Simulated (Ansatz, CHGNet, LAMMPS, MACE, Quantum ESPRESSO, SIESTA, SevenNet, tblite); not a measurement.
## tblite runs on Li+ BF4- in dimethyl sulfoxide at 330 K (96 atoms)

Aim: run Li+ BF4- in dimethyl sulfoxide at 330 K (96 atoms) in tblite and see how near its forces come to a plane-wave reference, and at what cost.

Calculated with tblite 0.8.0; the method is named at each step.

## (1) Set-up

The cell holds 96 atoms: 18 C, 9 S, 9 O, 54 H, 1 B, 4 F and 1 Li. Its edges and angles: a = 10.470 Å, b = 10.470 Å, c = 10.470 Å, α = 90.0°, β = 90.0°, γ = 90.0°. 9 dimethyl sulfoxide, 1 Li+, 1 BF4- placed at random, at 1.15 g/cm³; overlaps pushed apart, then 10 ps at 550 K with stiff harmonic cages for PF6 and BF4 with UFF radii; Joung-Cheatham ions (J. Phys. Chem. B 112, 9020 (2008)); MMFF94 bonds, angles, torsions, charges and radii (Halgren, J. Comput. Chem. 17, 490 (1996)) in harmonic and 12-6 forms; charges of ions scaled by 0.8. Snapshot after 30 ps at 330 K and fixed volume.

The yardstick, on the same geometry:

| Quantity | Value |
| --- | --- |
| method | Kohn-Sham DFT, PBE, PAW, plane waves (Ansatz 0.2.0); cutoff 420 eV, Γ point, fermi-dirac smearing of 0.05 eV; PAW set soft_2 |
| r.m.s. force component | 0.7783 eV/Å |
| longest force | 3.267 eV/Å |
| pressure | 2.537 GPa |
| gap (highest filled to lowest empty level) | 3.767 eV |
| SCF cycles | 10 |
| time | 19 s on 4 threads of Arm Neoverse N1, shared host |
| CPU time | 69 s |

## (2) GFN1-xTB

Method: GFN1-xTB tight binding, diagonalisation.

The input, run.py:

```python
import numpy as np
from ase.io import read
from tblite.ase import TBLite

atoms = read("structure.xyz")
atoms.calc = TBLite(method="GFN1-xTB", electronic_temperature=580, accuracy=1.0, max_iterations=250, mixer_damping=0.4, verbosity=1)
energy = atoms.get_potential_energy()
forces = atoms.get_forces()
print(f"energy {energy:.6f} eV")
print("forces (eV/A)")
for i, (a, f) in enumerate(zip(atoms, forces)):
    print(f"{i:4d} {a.symbol:2s} {f[0]:10.5f} {f[1]:10.5f} {f[2]:10.5f}")
stress = -atoms.get_stress(voigt=False) * 160.21766
print("stress (GPa, compression positive)")
for row in stress:
    print(" ".join(f"{x:10.4f}" for x in row))
print("charges (e)")
print(np.array2string(atoms.get_charges(), precision=4, suppress_small=True, max_line_width=110, threshold=100000))
```

The input, structure.xyz:

```xyz
96
Lattice="10.46989 0.00000 0.00000 0.00000 10.46989 0.00000 0.00000 0.00000 10.46989" Properties=species:S:1:pos:R:3 pbc="T T T"
C 0.68682 2.61077 7.73830
S 9.60141 1.66513 8.13134
C 9.90022 2.05116 9.98597
O 8.54636 2.64941 7.61507
H 0.96983 2.34306 6.79810
H 0.48706 3.66352 7.77431
H 1.53279 2.46199 8.29854
H 0.01466 2.95973 10.03633
H 0.04921 1.30675 0.02031
H 8.94547 2.18025 0.05957
C 4.87886 7.04487 1.69193
S 5.56307 7.74667 3.18347
C 4.32982 7.07471 4.32511
O 6.95913 7.23009 3.42386
H 3.86527 7.49937 1.67256
H 5.38299 7.43519 0.75561
H 4.93770 5.96648 1.72450
H 3.26085 7.41917 4.16126
H 4.63439 7.38902 5.32038
H 4.35903 6.00218 4.15676
C 9.25475 6.73130 6.73298
S 7.61255 6.05306 6.28392
C 8.23750 4.74590 5.26991
O 6.84678 5.45199 7.51403
H 9.19246 7.57999 7.41446
H 9.81039 5.90104 7.18454
H 9.65230 7.07859 5.80294
H 7.34693 4.43107 4.80505
H 8.66781 3.96097 5.89434
H 8.89239 5.05047 4.51022
C 1.69591 6.41385 9.25350
S 2.36337 6.73853 7.54104
C 3.96118 6.02040 8.03491
O 1.61027 5.91800 6.53876
H 0.60244 6.39951 9.23601
H 2.01807 5.42236 9.54404
H 1.92636 7.16277 9.95969
H 3.87637 4.96629 8.32231
H 4.40646 6.52410 8.86391
H 4.61303 6.18394 7.18695
C 2.74688 3.64049 4.30407
S 3.06831 4.08765 2.61297
C 2.30222 2.68291 1.77883
O 2.36442 5.36530 2.33353
H 1.69047 3.88182 4.52571
H 2.87388 2.59287 4.49043
H 3.38219 4.24575 4.97613
H 2.78279 2.44221 0.84754
H 1.24278 2.92581 1.59886
H 2.50722 1.85160 2.43750
C 1.12185 10.22887 4.88023
S 0.08931 0.69855 3.73681
C 9.06745 10.21432 4.03112
O 10.40330 2.06016 4.26208
H 0.72441 10.33472 5.87738
H 1.11756 9.24355 4.38060
[... 36 atom lines left out ...]
F 2.29039 10.00367 0.46769
F 3.28639 1.10656 9.33495
F 3.92569 9.34794 9.32511
Li 7.61486 4.02128 8.76989
```

Started as:

```sh
> OMP_NUM_THREADS=1 python run.py > output.txt
```

Log:

```text
------------------------------------------------------------
  cycle        total energy    energy error   density error
------------------------------------------------------------
      1     -162.6465533477  -1.6379378E+02   5.7490945E-01
      2     -164.4524588205  -1.8059055E+00   2.8371749E-01
      3     -164.1509789831   3.0147984E-01   2.4071786E-01
      4     -165.0207587621  -8.6977978E-01   3.1614600E-02
      5     -165.0395974574  -1.8838695E-02   1.1786713E-02
      6     -165.0433129266  -3.7154692E-03   5.4196843E-03
      7     -165.0438625162  -5.4958960E-04   2.3943964E-03
      8     -165.0439501762  -8.7659964E-05   7.6558256E-04
      9     -165.0439507908  -6.1461790E-07   4.0805660E-04
     10     -165.0439548269  -4.0360509E-06   9.5198533E-05
     11     -165.0439549202  -9.3317198E-08   2.0238933E-05
     12     -165.0439549303  -1.0149023E-08   5.5764202E-06
------------------------------------------------------------
 total:                                   4.549 sec
energy -4491.074769 eV
forces (eV/A)
   0 C    -2.29063    0.32440    0.41101
   1 S     0.79968    1.93477    1.16473
   2 C    -0.62632   -0.16837   -0.37028
   3 O     0.76759   -0.93447    1.04245
   4 H     0.45202   -0.64199   -3.00265
   5 H    -0.48154    0.52294   -0.06575
   6 H     1.62336   -0.93796    2.02229
   7 H    -0.22051    0.32137   -0.06704
   8 H    -0.30227   -0.37935   -0.48335
   9 H     0.46587   -0.17228   -0.48523
  10 C    -0.11592    0.76418   -1.42689
  11 S     0.35648    2.56422   -0.26368
  12 C    -0.80923   -0.48303    0.03040
  13 O    -0.54870   -0.78804    0.15722
  14 H     0.42177   -0.84487   -0.04141
  15 H    -0.20258   -0.42682    1.23930
  16 H    -0.40430   -0.13031   -0.18961
  17 H     1.53017   -0.13123   -0.22358
  18 H     0.01749   -0.28193   -0.01911
  19 H    -0.14110   -0.11088    0.59112
  20 C    -0.59497   -0.69139    1.01340
  21 S    -1.55220    1.23127    1.58399
  22 C    -0.25178   -1.09149    1.29786
  23 O     2.14450    0.33796   -1.68699
[...]
88 H     0.45071   -0.87747   -0.14914
  89 H    -0.48780    0.42227   -0.52297
  90 B    -0.61363    1.01464   -0.57118
  91 F    -1.14208   -0.42046   -0.15651
  92 F     0.87256    0.37751   -1.12138
  93 F     0.11043   -0.55685    1.13306
  94 F     0.72413   -0.31648    0.74006
  95 Li    0.04626    0.08023   -0.58857
stress (GPa, compression positive)
   -0.2644     0.4942    -0.2830
    0.4942     0.6047     0.1833
   -0.2830     0.1833    -0.8358
charges (e)
[-0.0414  0.2843 -0.0408 -0.4731  0.0648  0.0676  0.0728  0.0568  0.0584  0.0563 -0.0351  0.2589 -0.0429
 -0.5314  0.07    0.0497  0.051   0.0644  0.0505  0.0578 -0.0351  0.2735 -0.0329 -0.4891  0.0434  0.0815
  0.0573  0.0544  0.0948  0.0616 -0.0588  0.2791 -0.0429 -0.4974  0.0459  0.0467  0.0713  0.0579  0.0627
  0.0589 -0.0363  0.2545 -0.051  -0.509   0.0737  0.0547  0.0483  0.0619  0.0526  0.0581 -0.0508  0.2678
 -0.0561 -0.4905  0.0651  0.0476  0.0653  0.0514  0.0555  0.057  -0.0466  0.2798 -0.044  -0.4473  0.0607
  0.0753  0.059   0.0558  0.0627  0.0586 -0.0381  0.2755 -0.0549 -0.5312  0.0637  0.0787  0.0607  0.0733
  0.0534  0.0442 -0.0366  0.2809 -0.0529 -0.4338  0.0779  0.0411  0.0756  0.0649  0.048   0.0533  0.7381
 -0.4171 -0.4272 -0.4354 -0.3972  0.4301]
```

The job ended after 5.5 s (1 thread of Arm Neoverse N1, shared host; peak memory 0.16 GiB).

Banners, paths, timers and routine set-up lines are dropped from the logs unmarked, and long logs keep their key lines alone; longer cuts are marked.

Numbers from this run, and their distance from the reference:

```yaml
r_m_s_force_component: 0.7614 eV/Å
r_m_s_difference_of_force_components: 250 meV/Å
longest_difference_of_force_vectors: 1009 meV/Å
force_difference_over_r_m_s_force: 32.12 %
slope_of_forces_against_the_reference_s: 0.9269
correlation_of_force_components: 0.9475
pressure: -0.1652 GPa
pressure_difference: -2.703 GPa
```

Length of the force difference by element (eV/Å):

```csv
element,atoms,mean,most
B,1,0.32,0.32
C,18,0.41,0.58
F,4,0.47,0.62
H,54,0.31,0.45
Li,1,0.36,0.36
O,9,0.60,1.0
S,9,0.67,0.90
```

Local excerpt of 11 atoms (numbers count through the whole input) about B91, the only B atom; x, y, z are measured from there.

```csv
atom,x,y,z,distance (Å),bonds,Mulliken charge (e),Fx,Fy,Fz (eV/Å)
B91,0.00,0.00,0.00,0.00,4,0.74,-0.61,1.01,-0.57
F95,1.04,-0.85,-0.31,1.38,1,-0.40,0.72,-0.32,0.74
F92,-0.94,-0.21,-1.00,1.39,1,-0.42,-1.14,-0.42,-0.16
F93,-0.60,-0.19,1.31,1.45,1,-0.43,0.87,0.38,-1.12
F94,0.40,1.38,-0.30,1.47,1,-0.44,0.11,-0.56,1.13
H87,2.16,0.87,2.16,3.17,1,0.08,-0.21,-0.25,0.24
H48,-0.10,2.72,1.69,3.20,1,0.06,0.30,0.35,-0.46
H37,-0.96,-3.03,0.33,3.20,1,0.07,0.89,0.83,0.44
H85,3.15,0.67,0.72,3.30,1,0.08,0.28,-0.52,-0.32
H7,-1.35,2.74,-1.33,3.33,1,0.07,1.62,-0.94,2.02
H9,-2.84,1.58,0.86,3.36,1,0.06,-0.30,-0.38,-0.48
```

Atoms are counted from 1 here, from 0 in the log.

Forces lie 32 % from the reference's, at 0.080 times its CPU time (on 1 against 4 cores).

## (3) Results

```json
{
  "force difference from the reference": "tblite GFN1-xTB, 32 %",
  "its CPU time": "5.5 s"
}
```

Tight binding differs by 32 % (tblite GFN1-xTB); it is another model, with fitted parameters of its own, and the xTB methods hold dispersion. One electronic-structure run takes under half the reference's CPU time: tblite GFN1-xTB, at 32 % in 5.5 s against 69 s; its pressure misses by -2.7 GPa. Periodic xTB results under one method name differ between programs and library versions. The network of contacts between molecules at the start is that of the classical potential that made the cell, and needn't be the one that DFT or experiment would give. The reference's PBE has no dispersion term, which matters for the binding between molecules or layers. The density was typed from a rule of thumb and may lie off the real one at this temperature. The electronic-structure runs sample only Γ, in a cell whose shortest periodic width is 10 Å.

[Also dropped from logs without a mark: logging warnings of Python, and SIESTA's first energy breakdown and zero terms.]

[Logs are printed without paths, hosts, clocks, repeated set-up lines and the standing remarks that a program may print on its own settings, such as how far it seeks lower states.]

[Hosts, paths, dates, database ids (printed as entryN), source tags and the programs' standing remarks are cut or masked in the printed files.]

[The MMFF94 radii named for the starting cell were scaled by 0.96; in molecules described by MMFF94, hydrogen bound to N, O or S took a small fixed 12-6 site in their place.]
